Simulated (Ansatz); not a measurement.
# LiMgOF (rocksalt [001] superlattice): band gap by G0W0 on LDA, part 2 of 2

Aim: the quasiparticle gap of LiMgOF (rocksalt [001] superlattice), starting from LDA.

Ansatz 0.2.0; LDA, then G0W0 on it, plane waves, PAW. Known limits of the many-body steps: finite bands, screening cutoff and k mesh; no spin-orbit coupling in G0W0.

So far. Step 3 (Bands along the symmetry lines): Over mesh and path the gap is 5.682 eV, direct, at k = Γ.

### Step 4. G0W0 on the 6×6×2 mesh

G0W0 replaces the xc potential by a self-energy built once from the orbitals of the start. Levels are corrected in the window of bands that the input names, at points of the mesh.

This step: G0W0 on LDA, plane waves, PAW; PAW set soft_1.

input.yaml

```yaml
crystal:
  lattice:
    - [2.8909357732, 0.0, 0.0]
    - [0.0, 2.8909357732, 0.0]
    - [0.0, 0.0, 12.0656291857]
  atoms:
    - { symbol: Li, position: [0.0, 0.0, 0.0819710343] }
    - { symbol: F, position: [0.5, 0.5, 0.0856236134] }
    - { symbol: Li, position: [0.5, 0.5, 0.2423443631] }
    - { symbol: F, position: [0.0, 0.0, 0.2423774811] }
    - { symbol: Li, position: [0.0, 0.0, 0.4026825649] }
    - { symbol: F, position: [0.5, 0.5, 0.3990998239] }
    - { symbol: Mg, position: [0.5, 0.5, 0.5692509864] }
    - { symbol: O, position: [0.0, 0.0, 0.5671225912] }
    - { symbol: Mg, position: [0.0, 0.0, 0.7423644018] }
    - { symbol: O, position: [0.5, 0.5, 0.7423860717] }
    - { symbol: Mg, position: [0.5, 0.5, 0.9154872497] }
    - { symbol: O, position: [0.0, 0.0, 0.9176460393] }
kpoints:
  mp_grid: { grid: [6, 6, 2] }
hamiltonian:
  xc: lda
  pseudopotentials: { kind: paw, azcp: { folder: soft_1 }, xc_functional: pbe }
scf:
  occupations: { method: fixed }
gw:
  n_empty_bands: 264
  ecut_chi: 110.0
  qp_bands: [v4, c4]
  qp_kpoints: band_edges
  screening: { model: contour_deformation }
```

Started as:

```sh
$ ansatz run input.yaml --threads 4 --pin off --max-ram 17510MiB --backend cpu --events-out ev --progress --plain --runs-dir out
```

Numbers of over 12 decimals in the logs are rounded to 6 here.

The log of the run:

```text
[...]
Crystal: 12 atoms, lattice volume = 100.839 Å³
Basis set: ecut = 420 eV, 1957 PW (Γ)
Bands: 51, of which v1, the nominal top of the filled ones, is band 39 counted from 1 (38 counted from 0)
Symmetry: 8 space group operations
[...]
k-points: 20 of 72
[...]
SCF iter   1: F=—  HF=-10381.028404 eV  |F-HF|=—  |Δ(HF+E_count)|=         —  Δρ=1.57e-1  dr2=1.83e1  ethr=3.10e-3  ⟨swp⟩=5.2  Hψ=3814  notcnv=0  defer=178
[...]
SCF iter  10: F=-10376.002076 eV  HF=-10376.002076 eV  |F-HF|=1.20e-8  |Δ(HF+E_count)|=   3.81e-8  Δρ=5.03e-6  dr2=1.74e-8  ethr=1.28e-10  ⟨swp⟩=13.3  Hψ=4837  notcnv=0
SCF 1 converged in 10 iterations: F = -10376.002076 eV  dr2 = 1.74e-8
[...]
G₀W₀ screening: q 1/20
[... further progress lines ...]
SCF converged after 10 iterations
Free energy (F): -10376.002076 eV
[...]
Internal energy: -10376.002076 eV  (E = F + TS)
E sigma→0 (E₀):  -10376.002076 eV
Fermi energy:    6.006905 eV
[...]
--- Band table (eV; the first three rows and the last of 20) ---
  k-point 0: bands = [... 35 lower, 5.6239, 5.6239, 6.0069, 6.0069, 11.6888, 13.2332, 13.3944, 15.8175, ... 8 higher]
  k-point 1: bands = [... 35 lower, 5.6247, 5.6247, 6.0067, 6.0067, 11.8662, 12.4994, 14.5254, 14.8799, ... 8 higher]
  k-point 2: bands = [... 35 lower, 5.3202, 5.6279, 5.7195, 5.9485, 12.5386, 13.5546, 13.6267, 15.9022, ... 8 higher]
  k-point 19: bands = [... 35 lower, 4.2184, 4.4853, 4.8491, 5.0586, 15.6663, 15.6663, 16.7937, 17.0333, ... 8 higher]
--- G₀W₀: contour deformation, 6 samples at zero and on the imaginary axis and 2 off it, 72 q-points, 264 empty bands' worth ---
  eigenvalues of the whole cell's RPA ε∞ on this k-mesh (on a slab, of 1 + 4πα/V) = 2.4754, 2.5840, 2.5840; static W/v taken at q = 0 is 0.390311
  bands read: the sum over 303 bands ends inside a degenerate multiplet in 1 slot, whose members it reads at an even weight; the widest, k=0: bands 303 to 304 (counted from 1) at 1/2 each
  gw.qp_kpoints: band_edges: 12 of 20 stored k-points solved, in 1 pass; an edge of the gap read off the rows below is read off those points alone
    valence top: of the k-points left out ik 10 came nearest to being solved in a further pass, in band 39 (counted from 1, as in the quasiparticle table): it holds the edge there only if its correction is more favourable than any solved in that band by at least 0.596 eV; those differ by 0.215 eV
    conduction bottom: of the k-points left out ik 11 came nearest to being solved in a further pass, in band 40 (counted from 1, as in the quasiparticle table): it holds the edge there only if its correction is more favourable than any solved in that band by at least 2.667 eV; those differ by 0.348 eV
    ik  band        ε_KS         Σx   Σc(E_QP)       V_xc       Z   E_QP_lin       E_QP  E_QP is
     0    36      5.6239   -26.2158     4.2731   -20.6123  0.8009     4.2784     4.2935  root
     0    37      5.6239   -26.2158     4.2731   -20.6123  0.8009     4.2784     4.2935  root
     0    38      6.0069   -26.5393     4.2314   -21.0710  0.8019     4.7577     4.7701  root
     0    39      6.0069   -26.5393     4.2314   -21.0710  0.8019     4.7577     4.7701  root
     0    40     11.6888    -9.8180    -3.6906   -15.1480  0.8595    13.3423    13.3283  root
     0    41     13.2332   -10.4985    -3.7393   -16.1199  0.8511    15.1366    15.1153  root
     0    42     13.3944    -9.4775    -3.7359   -15.1430  0.8594    15.3461    15.3239  root
     0    43     15.8175    -4.0794    -4.2096    -9.8586  0.8649    17.4021    17.3869  root
     1    36      5.6247   -26.2234     4.2738   -20.6193  0.8009     4.2792     4.2943  root
     1    37      5.6247   -26.2234     4.2738   -20.6193  0.8009     4.2792     4.2943  root
     1    38      6.0067   -26.5356     4.2312   -21.0674  0.8019     4.7573     4.7697  root
     1    39      6.0067   -26.5356     4.2312   -21.0674  0.8019     4.7573     4.7697  root
     1    40     11.8662   -10.4568    -3.6696   -15.7849  0.8548    13.5391    13.5247  root
     1    41     12.4994    -9.0741    -3.6878   -14.5556  0.8641    14.3111    14.2930  root
     1    42     14.5254   -10.3577    -3.8961   -16.3381  0.8493    16.6386    16.6097  root
     1    43     14.8799   -10.2784    -3.9888   -16.3458  0.8449    16.9890    16.9586  root
     2    36      5.3202   -25.9013     4.2582   -20.3016  0.8013     3.9632     3.9787  root
     2    37      5.6279   -26.1686     4.2777   -20.5638  0.8006     4.2858     4.3009  root
     2    38      5.7195   -26.0321     4.2128   -20.5286  0.8017     4.4149     4.4288  root
     2    39      5.9485   -26.4496     4.2462   -20.9571  0.8015     4.6896     4.7023  root
     2    40     12.5386   -10.1048    -3.6761   -15.5440  0.8558    14.3190    14.3017  root
     2    41     13.5546    -9.7769    -3.8148   -15.4953  0.8529    15.4805    15.4581  root
     2    42     13.6267    -9.1934    -3.7999   -14.9340  0.8583    15.5901    15.5674  root
     2    43     15.9022    -8.3146    -4.2053   -14.5157  0.8487    17.9266    17.8980  root
     3    36      5.3142   -25.8811     4.2564   -20.2848  0.8013     3.9588     3.9743  root
     3    37      5.6281   -26.1719     4.2780   -20.5670  0.8006     4.2861     4.3012  root
     3    38      5.7255   -26.0841     4.2198   -20.5735  0.8018     4.4208     4.4347  root
     3    39      5.9484   -26.4481     4.2461   -20.9557  0.8015     4.6895     4.7022  root
     3    40     12.6961   -10.6651    -3.7016   -16.1256  0.8503    14.4724    14.4550  root
     3    41     12.9298    -8.8501    -3.7234   -14.4410  0.8638    14.8174    14.7972  root
     3    42     14.6819    -9.6496    -3.9501   -15.6556  0.8506    16.7661    16.7378  root
     3    43     14.8180    -9.2998    -3.9882   -15.3179  0.8495    16.8761    16.8478  root
     4    36      5.2572   -25.9505     4.3661   -20.2538  0.7988     3.9110     3.9266  root
     4    37      5.3944   -25.8088     4.2728   -20.1954  0.8005     4.0382     4.0538  root
     4    38      5.6341   -26.0601     4.2852   -20.4555  0.8002     4.2996     4.3146  root
     4    39      5.7885   -26.2225     4.2761   -20.6723  0.8006     4.5008     4.5144  root
     4    40     13.6999    -7.3432    -3.8139   -13.1446  0.8682    15.7110    15.6874  root
     4    41     13.8023    -7.3579    -3.9177   -13.1615  0.8631    15.7098    15.6881  root
     4    42     14.2731   -10.0080    -4.0031   -15.8771  0.8448    16.1618    16.1391  root
     4    43     15.1034    -6.9910    -3.9773   -12.9668  0.8616    17.1277    17.1019  root
[...]
18    40     15.6681    -5.1205    -4.1054   -10.9130  0.8610    17.3732    17.3551  root
    18    41     15.6681    -5.1205    -4.1054   -10.9130  0.8610    17.3732    17.3551  root
    18    42     16.8194    -7.8100    -4.4196   -14.2969  0.8615    18.9150    18.8866  root
    18    43     17.0624    -7.6028    -4.1756   -13.9473  0.8459    19.2690    19.2312  root
    19    36      4.2184   -25.4880     4.4766   -19.4986  0.7961     2.6831     2.7057  root
    19    37      4.4853   -25.2487     4.3669   -19.4672  0.7970     3.0519     3.0708  root
    19    38      4.8491   -24.9559     4.2825   -19.2029  0.7983     3.3582     3.3787  root
    19    39      5.0586   -25.3108     4.3056   -19.5545  0.7988     3.5885     3.6080  root
    19    40     15.6663    -5.0596    -4.1079   -10.8471  0.8613    17.3636    17.3458  root
    19    41     15.6663    -5.0596    -4.1079   -10.8471  0.8613    17.3636    17.3458  root
    19    42     16.7937    -7.7359    -4.4219   -14.2292  0.8618    18.8935    18.8651  root
    19    43     17.0333    -7.5503    -4.1628   -13.8784  0.8466    19.2358    19.1985  root
```

The job ended after 5.1 min (4 threads of Arm Neoverse V2, shared host; peak memory 1.5 GiB; 20 min of CPU time).

This step gave:

```yaml
bands_summed: 303
rpa_eps_infinity_on_this_mesh_eigenvalues: 2.475, 2.584, 2.584
plane_waves_in_the_screening_matrix: 289
q_points_in_the_mesh: 72
g0w0_gap_over_the_corrected_points: 8.558 eV
k_of_the_valence_top: 0, 0, 0
k_of_the_conduction_bottom: 0, 0, 0
starting_gap_on_the_mesh: 5.682 eV
z_at_the_valence_top: 0.8019
z_at_the_conduction_bottom: 0.8595
least_direct_g0w0_gap_over_the_corrected_points: 8.558 eV
```

Over 12 of 20 irreducible mesh points the G0W0 gap is 8.558 eV, direct, at k = Γ. The LDA gap of this run on the mesh is 5.682 eV. The two states that bound the G0W0 gap lie that far apart at the start, so the correction of the gap is 8.558 − 5.682 = +2.876 eV. The start of this run differs from the step before in mesh (8×8×2 and 6×6×2).

Labels follow the order of the start: v1 is the top filled band, c1 the lowest empty one; levels that stay degenerate share a row, the window can cut a multiplet, doubted levels are not marked in this list, bands outside the window were not corrected, and the list may be a part of the corrected levels. The levels before and after the correction (eV, zero at the valence-band top of each column):

```tsv
	conduction bottom	valence top
Kohn-Sham	5.68	0.00
G0W0	8.56	0.00
```

```tsv
	level	occupation	energy (eV)
Kohn-Sham	Γ v4-v3	2	-0.383
Kohn-Sham	Γ v2-v1	2	0.000
Kohn-Sham	Γ c1	0	5.682
Kohn-Sham	Γ c2	0	7.226
Kohn-Sham	Γ c3	0	7.387
Kohn-Sham	Γ c4	0	9.811
G0W0	Γ v4-v3	2	-0.477
G0W0	Γ v2-v1	2	0.000
G0W0	Γ c1	0	8.558
G0W0	Γ c2	0	10.345
G0W0	Γ c3	0	10.554
G0W0	Γ c4	0	12.617
```

The parts of the quasiparticle energy for the two states that bound the G0W0 gap, in eV on the run's own scale (QP = start + Σx + Σc − Vxc, with Σc at the quasiparticle energy):

```tsv
edge	k	band	start	Σx	Σc	Vxc	Z	QP
valence top	Γ	38	6.007	−26.539	4.231	−21.071	0.802	4.770
conduction bottom	Γ	40	11.689	−9.818	−3.691	−15.148	0.860	13.328
```

### Step 5. The runs together

Each gap is the least one over the points named; times are wall times on shared hosts, not benchmarks. A G0W0 time includes the run's own self-consistent start. Rows marked * are further runs, not shown as steps, whose inputs differ from the G0W0 step on the same start in the columns given; solver thresholds can differ too.

```tsv
level	mesh	files, cutoff	bands summed, screening	points	gap (eV)	valence top	conduction bottom	least direct gap (eV)	time
LDA	8×8×2	soft_1 PAW, 420 eV	-	mesh and path	5.682	Γ	Γ	5.682	9.6 s
G0W0@LDA*	6×6×2	soft_1 PAW, 420 eV	105, 44 eV	12 of 20 irreducible mesh points	8.519	Γ	Γ	8.519	63 s
G0W0@LDA	6×6×2	soft_1 PAW, 420 eV	303, 110 eV	12 of 20 irreducible mesh points	8.558	Γ	Γ	8.558	5.1 min
```

### Step 6. Outcome

```json
{
  "LDA gap over mesh and path": "5.682 eV, direct, at k = Γ",
  "G0W0@LDA gap over 12 of 20 irreducible mesh points": "8.558 eV, direct, at k = Γ",
  "GW settings": "6×6×2 mesh, 264 empty bands, screening to 110 eV, PAW set soft_1 files",
  "known limits": "finite bands, screening cutoff and k mesh; no spin-orbit coupling in G0W0"
}
```

Over 12 of 20 irreducible mesh points the G0W0 gap is 8.558 eV, direct, at k = Γ. The LDA gap of this run on the mesh is 5.682 eV. The two states that bound the G0W0 gap lie that far apart at the start, so the correction of the gap is 8.558 − 5.682 = +2.876 eV. The valence state moves by 4.770 − 6.007 = −1.237 eV and the conduction state by 13.328 − 11.689 = +1.639 eV, on the run's own scale; with 105 bands the edge states move by −0.967 and +1.869 eV, so the split between the edges depends on the bands and cutoff. Both edges that LDA shows over mesh and path lie at k points where levels were corrected. Levels at other points were not corrected, so a lower G0W0 gap elsewhere in the zone is not ruled out. From 105 bands and 44 eV to 303 bands and 110 eV the gap moves by 8.558 − 8.519 = +0.039 eV; bands and screening cutoff rise together, so their parts are not told apart. Two runs can't test a law of convergence, so the limit is not known. The G0W0 runs are scalar-relativistic. No pair of G0W0 runs that differ in the mesh alone is shown (6×6×2 is a supercell whose nearest images lie 17 Å apart), so the error from the mesh is not known here. G0W0 is shown with one set of atomic data (soft_1 PAW), so the error from the files is not known here.

[Paths, hosts, dates, memory and timing lines, banners, echoed tables and standing remarks are left out of the program output.]

[Logs are printed without paths, hosts, clocks, repeated set-up lines and the standing remarks that a program may print on its own settings, such as how far it seeks lower states.]

[Runs of the session that timed out or met a known fault of the program may be left out.]

[Cells called generated may have been cut or substituted from an entry of the Crystallography Open Database or the Materials Project.]

[Hosts, paths, dates, database ids (printed as entryN), source tags and the programs' standing remarks are cut or masked in the printed files.]

[Where an RPA ε∞ is given, it is that of the G0W0 mesh and is not shown converged in it. Names of k-points follow the symmetry that the program found, which can be lower than the space group named. Band edges on a path are those of the sampled points; other points can move an edge, and change direct to indirect where valleys lie close.]

[Hybrid gaps are those of their k-mesh and are not shown converged in it.]
